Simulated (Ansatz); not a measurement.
# Ba on Cu(111): change of the work function, part 4 of 5

How does Ba on the fcc site change the work function of Cu(111) as the layer fills?

Ansatz 0.2.0; plane-wave DFT, RPBE, Ansatz PAW (the session's first sound run).

So far, work function, upper face (eV): step 2 (the clean slab) 4.67; step 3 (37 atoms, coverage 0.111 ML, cell 3x3) 1.65; step 4 (17 atoms, coverage 0.25 ML, cell 2x2) 2.48.

**6. The 0.25 ML cell at another level of theory, cutoff 420 eV, functional PBE**

This step: plane-wave DFT, PBE, Ansatz PAW (Ansatz 0.2.0).

The geometry is kept and the functional is PBE.

File input.yaml:

```yaml
crystal:
  lattice:
    - [5.1053109602, 0.0, 0.0]
    - [2.5526554801, 4.4213289858, 0.0]
    - [0.0, 0.0, 27.6780876454]
  atoms:
    - { symbol: Cu, position: [0.0, 0.0, 0.3251669738] }
    - { symbol: Cu, position: [0.1666666667, 0.1666666667, 0.4004696645] }
    - { symbol: Cu, position: [0.3342877602, 0.3342877602, 0.4776700113] }
    - { symbol: Cu, position: [-0.0017846926, -0.0017846926, 0.5533738789] }
    - { symbol: Cu, position: [0.0, 0.5, 0.3251669738] }
    - { symbol: Cu, position: [0.1666666667, 0.6666666667, 0.4004696645] }
    - { symbol: Cu, position: [0.3342877602, 0.8314244796, 0.4776700113] }
    - { symbol: Cu, position: [-0.0017846926, 0.5035693852, 0.5533738789] }
    - { symbol: Cu, position: [0.5, 0.0, 0.3251669738] }
    - { symbol: Cu, position: [0.6666666667, 0.1666666667, 0.4004696645] }
    - { symbol: Cu, position: [0.8314244796, 0.3342877602, 0.4776700113] }
    - { symbol: Cu, position: [0.5035693852, -0.0017846926, 0.5533738789] }
    - { symbol: Cu, position: [0.5, 0.5, 0.3251669738] }
    - { symbol: Cu, position: [0.6666666667, 0.6666666667, 0.4004696645] }
    - { symbol: Cu, position: [0.8333333333, 0.8333333333, 0.4758551705] }
    - { symbol: Cu, position: [0.5, 0.5, 0.5611603706] }
    - { symbol: Ba, position: [0.1666666667, 0.1666666667, 0.6528961409] }
kpoints:
  mp_grid: { grid: [7, 7, 1] }
hamiltonian:
  xc: pbe
scf:
  occupations: { method: fermi_dirac, width: 0.1 }
  convergence: { dr2_threshold: 1.0e-08 }
efield:
  axis: 3
  dipole_correction: true
  ramp_position: 0.97
  ramp_width: 0.06
output:
  write_potential: true
  write_density: true
  volumetric_format: npy
```

Command:

```sh
ansatz run input.yaml --threads 4 --pin off --max-ram 12288MiB --backend cpu --events-out ev --progress --plain --runs-dir out
```

Numbers of over 12 decimals in the logs are rounded to 6 here.

What it wrote:

```text
[...]
Crystal: 17 atoms, lattice volume = 624.757 Å³
Basis set: ecut = 420 eV, 12303 PW (Γ)
Bands: 189, of which v1, the nominal top of the filled ones, is band 157 counted from 1 (156 counted from 0)
Symmetry: 6 space group operations
[...]
k-points: 8 of 49 (time reversal used)
[...]
SCF iter   1: F=—  HF=-111949.787515 eV  |F-HF|=—  |Δ(HF+E_count)|=         —  Δρ=2.95e-3  dr2=9.89e-1  ethr=1.77e-3  p=0.321 e·Å  D=9.30e-2 V/Å  ΔV_dip=-2.57 eV  dr2_dipole=6.16e-1  V_vac-E_F(+/−)=2.22/4.79 eV  ⟨swp⟩=8.5  Hψ=6819  notcnv=0  defer=100
[...]
SCF iter  15: F=-111949.781082 eV  HF=-111949.781082 eV  |F-HF|=8.66e-9  |Δ(HF+E_count)|=   1.93e-8  Δρ=1.03e-6  dr2=9.30e-9  ethr=3.18e-12  p=0.279 e·Å  D=8.08e-2 V/Å  ΔV_dip=-2.24 eV  dr2_dipole=1.59e-11  V_vac-E_F(+/−)=2.55/4.79 eV  ⟨swp⟩=15.2  Hψ=7955  notcnv=0
SCF 1 converged in 15 iterations: F = -111949.781082 eV  dr2 = 9.30e-9
[...]
SCF converged after 15 iterations
Free energy (F): -111949.781082 eV
[...]
Internal energy: -111949.554072 eV  (E = F + TS)
E sigma→0 (E₀):  -111949.667577 eV
Entropy (-TS):   -0.227011 eV (-13.354 meV/atom)
Fermi energy:    3.566255 eV
Dipole field:    D = 0.080846 V/Å  (p = 0.279130 e·Å, saw-weighted, corrected)
Work function:   Φ+ = 2.5477 eV   Φ− = 4.7854 eV
[...]
--- Band table (eV; the first three rows and the last of 8) ---
  k-point 0: bands = [... 153 lower, 3.2144, 3.2360, 3.2360, 3.5527, 3.9723, 4.1375, 4.1375, 4.5144, ... 28 higher]
  k-point 1: bands = [... 153 lower, 3.0270, 3.0557, 3.3019, 3.3159, 3.7390, 3.8993, 3.9567, 4.0902, ... 28 higher]
  k-point 2: bands = [... 153 lower, 2.6803, 3.0921, 3.3740, 3.3866, 3.5610, 3.8109, 3.8695, 4.3342, ... 28 higher]
  k-point 7: bands = [... 153 lower, 2.0592, 2.3357, 2.8255, 2.9047, 3.8025, 4.2035, 4.3174, 4.6797, ... 28 higher]
```

Run time: 67 s. Hardware: 4 threads of Arm Neoverse V2, shared host; peak memory 2.8 GiB; 4.2 min of CPU time.

Numbers from this step:

* energy at zero smearing: -111949.6676 eV
* work function, upper face: 2.548 eV
* work function, lower face: 4.785 eV
* dipole along the normal: 0.2791 e·Å
* step between the vacuum levels: -2.238 eV

The work function comes to 2.55 eV, +0.06 eV from the first level.

**7. The 0.25 ML cell at another level of theory, cutoff 1251.72 eV, functional PBE**

This step: plane-wave DFT, PBE, norm-conserving (Ansatz 0.2.0).

The geometry is kept and the functional is PBE; other changes against the main runs: norm-conserving files and cutoff 420 → 1251.72.

Edit input.yaml of step 6 so:

```diff
@@ -27,2 +27,3 @@
   xc: pbe
+  pseudopotentials: { kind: nc }
 scf:
```

What it wrote:

```text
[...]
Crystal: 17 atoms, lattice volume = 624.757 Å³
Basis set: ecut = 1251.723767 eV, 62877 PW (Γ)
Bands: 189, of which v1, the nominal top of the filled ones, is band 157 counted from 1 (156 counted from 0)
Symmetry: 6 space group operations
[...]
k-points: 8 of 49 (time reversal used)
[...]
SCF iter   1: F=—  HF=-83390.002053 eV  |F-HF|=—  |Δ(HF+E_count)|=         —  Δρ=1.10e-1  dr2=5.56e1  ethr=3.10e-3  p=0.000 e·Å  D=1.85e-9 V/Å  ΔV_dip=-0.00 eV  dr2_dipole=4.30e-1  V_vac-E_F(+/−)=4.40/4.40 eV  ⟨swp⟩=12.0  Hψ=8532  notcnv=0  defer=104
[...]
SCF iter  12: F=-83377.295611 eV  HF=-83377.295611 eV  |F-HF|=1.06e-9  |Δ(HF+E_count)|=   1.00e-8  Δρ=6.88e-7  dr2=3.21e-9  ethr=3.18e-12  p=0.279 e·Å  D=8.09e-2 V/Å  ΔV_dip=-2.24 eV  dr2_dipole=3.53e-10  V_vac-E_F(+/−)=2.55/4.79 eV  ⟨swp⟩=24.0  Hψ=7439  notcnv=0
the search or the solves at the SCF's close seem to have found levels that the self-consistency loop had missed (the run counts 1). By its estimate they hold under 1e-12 electrons; where the run keeps them, the occupations were computed again with them
SCF 1 converged in 12 iterations: F = -83377.295611 eV  dr2 = 3.21e-9
[...]
SCF converged after 12 iterations
Free energy (F): -83377.295611 eV
[...]
Internal energy: -83377.068537 eV  (E = F + TS)
E sigma→0 (E₀):  -83377.182074 eV
Entropy (-TS):   -0.227074 eV (-13.357 meV/atom)
Fermi energy:    3.745915 eV
Dipole field:    D = 0.080951 V/Å  (p = 0.279494 e·Å, saw-weighted, corrected)
Work function:   Φ+ = 2.5479 eV   Φ− = 4.7885 eV
[...]
--- Band table (eV; the first three rows and the last of 8) ---
  k-point 0: bands = [... 153 lower, 3.3884, 3.4100, 3.4100, 3.7305, 4.1506, 4.3147, 4.3147, 4.6916, ... 28 higher]
  k-point 1: bands = [... 153 lower, 3.2051, 3.2354, 3.4785, 3.4926, 3.9173, 4.0766, 4.1334, 4.2673, ... 28 higher]
  k-point 2: bands = [... 153 lower, 2.8632, 3.2729, 3.5532, 3.5659, 3.7413, 3.9887, 4.0466, 4.5139, ... 28 higher]
  k-point 7: bands = [... 153 lower, 2.2402, 2.5213, 3.0082, 3.0874, 3.9840, 4.3849, 4.4992, 4.8612, ... 28 higher]
```

Elapsed: 4.3 min, on 4 threads; peak memory 9.6 GiB.

This step gave:

```yaml
energy_at_zero_smearing: -83377.1821 eV
work_function_lower_face: 4.788 eV
dipole_along_the_normal: 0.2795 e·Å
step_between_the_vacuum_levels: -2.241 eV
```

The work function comes to 2.55 eV, +0.06 eV from the first level.

**8. The 0.25 ML cell at another level of theory, cutoff 420 eV, functional revpbe**

This step: plane-wave DFT, revPBE, Ansatz PAW (Ansatz 0.2.0).

The geometry is kept and the functional is revPBE.

Edit input.yaml of step 7 so:

```diff
@@ -26,4 +26,3 @@
 hamiltonian:
-  xc: pbe
-  pseudopotentials: { kind: nc }
+  xc: revpbe
 scf:
```

What it wrote:

```text
[...]
Crystal: 17 atoms, lattice volume = 624.757 Å³
Basis set: ecut = 420 eV, 12303 PW (Γ)
Bands: 189, of which v1, the nominal top of the filled ones, is band 157 counted from 1 (156 counted from 0)
Symmetry: 6 space group operations
[...]
k-points: 8 of 49 (time reversal used)
[...]
k-point 0: bands = [... 153 lower, 3.3159, 3.3369, 3.3369, 3.6510, 4.0792, 4.2422, 4.2422, 4.6241, ... 28 higher]
  k-point 1: bands = [... 153 lower, 3.1341, 3.1646, 3.4054, 3.4191, 3.8397, 4.0049, 4.0629, 4.1972, ... 28 higher]
  k-point 2: bands = [... 153 lower, 2.7900, 3.2009, 3.4798, 3.4923, 3.6668, 3.9182, 3.9762, 4.4383, ... 28 higher]
  k-point 7: bands = [... 153 lower, 2.1649, 2.4424, 2.9330, 3.0129, 3.9113, 4.3067, 4.4241, 4.7886, ... 28 higher]
[key lines of the parts left out:]
SCF converged after 18 iterations
Free energy (F): -112016.174897 eV
Fermi energy:    3.673077 eV
Dipole field:    D = 0.077888 V/Å  (p = 0.268919 e·Å, saw-weighted, corrected)
Work function:   Φ+ = 2.4824 eV   Φ− = 4.6383 eV
```

Run time: 76 s. Hardware: 4 threads; peak memory 2.7 GiB.

The work function comes to 2.48 eV, -0.00 eV from the first level.

**9. Comparing the runs**

Times are for 4 threads of Arm Neoverse V2, shared host. The series side by side:

| no. | functional | work function, upper face (eV) | dipole along the normal (e·Å) | time | memory (GiB) |
| --- | --- | --- | --- | --- | --- |
| 1 | pbe | 2.548 | 0.2791 | 67 s | 2.8 |
| 2 | pbe | 2.548 | 0.2795 | 4.3 min | 9.6 |
| 3 | revpbe | 2.482 | 0.2689 | 76 s | 2.7 |

(Part 4 of 5 ends here.)

[Logs are printed without paths, hosts, clocks, repeated set-up lines and the standing remarks that a program may print on its own settings, such as how far it seeks lower states.]

[Hosts, paths, dates, database ids (printed as entryN), source tags and the programs' standing remarks are cut or masked in the printed files.]

[Maps of the electrostatic potential energy from Ansatz leave out the sawtooth potential of an applied field or a dipole correction, so their vacuum need not be flat; planar profiles and work functions include it.]
